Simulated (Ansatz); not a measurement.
# Calculated records

SiO2 (Quartz): band gap by G0W0 on PBE. The structure is trigonal, space group P3_121 (No. 152). Conventional cell: a = 4.916 Å, b = 4.916 Å, c = 5.409 Å, α = 90.00°, β = 90.00°, γ = 120.00°. Nearest to Si lie 4 O at 1.61 Å. Nearest to O lie 2 Si at 1.61 Å. Farther neighbours and most contacts between anions are not listed. The calculation used DFT, PBE, plane waves, PAW (and 1 further level or step) in Ansatz 0.2.0, with cutoff 420 eV, 6×6×4 k-mesh, smearing width 0.02 eV, default PAW, PAW set soft 2 in one of its runs. The PBE gap over mesh and path is 5.995 eV, from k = (0.333, 0.333, 0.000) to k = Γ, the G0W0@PBE gap over 23 of 24 irreducible mesh points is 8.992 eV, from k = (0.333, 0.333, 0.000) to k = Γ and the GW settings are 6×6×4 mesh, 520 empty bands, screening to 160 eV. The known limits are finite bands, screening cutoff and k mesh; no spin-orbit coupling in G0W0. It took 2 runs, 5.4 min in all on 1 × NVIDIA H100 80GB HBM3 (shared by 6 runs) with 3 threads of AMD EPYC 7R13 (Zen 3), shared host (the runs of this entry). Over 23 of 24 irreducible mesh points the G0W0 gap is 8.992 eV, from k = (0.333, 0.333, 0.000) to k = Γ. The PBE gap of this run on the mesh is 5.995 eV. The two states that bound the G0W0 gap lie that far apart at the start, so the correction of the gap is 8.992 − 5.995 = +2.997 eV. The valence state moves by 0.675 − 2.535 = −1.860 eV and the conduction state by 9.667 − 8.530 = +1.137 eV, on the run's own scale; with 109 bands the edge states move by −1.435 and +1.298 eV, so the split between the edges depends on the bands and cutoff. The cell and positions come from the Crystallography Open Database and are kept as given unless a step says otherwise. From 109 bands and 48 eV to 544 bands and 160 eV the gap moves by 8.992 − 8.728 = +0.264 eV (rung by rung 8.728, 8.766, 8.992 eV); bands and screening cutoff rise together, so their parts are not told apart. A line in one over the bands through the two highest rungs gives 8.992 + (8.992 − 8.766) × 265 / (544 − 265) = 9.207 eV, and through the pair below 8.766 + (8.766 − 8.728) × 109 / (265 − 109) = 8.793 eV. The two differ by 0.414 eV, not under the 0.030 eV asked, so the law does not hold well over these rungs and the limit is not known.

```xyz
9
Lattice="4.9158 0.0000 0.0000 -2.4579 4.2572 0.0000 0.0000 0.0000 5.4091" Properties=species:S:1:pos:R:3 pbc="T T T"
Si    2.6068    0.0000    1.8030
Si   -1.3034    2.2576    3.6061
Si    1.1545    1.9996    0.0000
O    -0.2994    1.7633    4.7654
O     1.0805    3.1163    1.1594
O    -0.7811    3.6348    2.9624
O     1.6768    0.6224    0.6437
O     2.1585    2.4939    4.2497
O     3.5384    1.1409    2.4467
```

[Paths, hosts, dates, memory and timing lines, banners, echoed tables and standing remarks are left out of the program output.]

[Logs are printed without paths, hosts, clocks, repeated set-up lines and the standing remarks that a program may print on its own settings, such as how far it seeks lower states.]

[Runs of the session that timed out or met a known fault of the program may be left out.]

[Cells called generated may have been cut or substituted from an entry of the Crystallography Open Database or the Materials Project.]

[Hosts, paths, dates, database ids (printed as entryN), source tags and the programs' standing remarks are cut or masked in the printed files.]
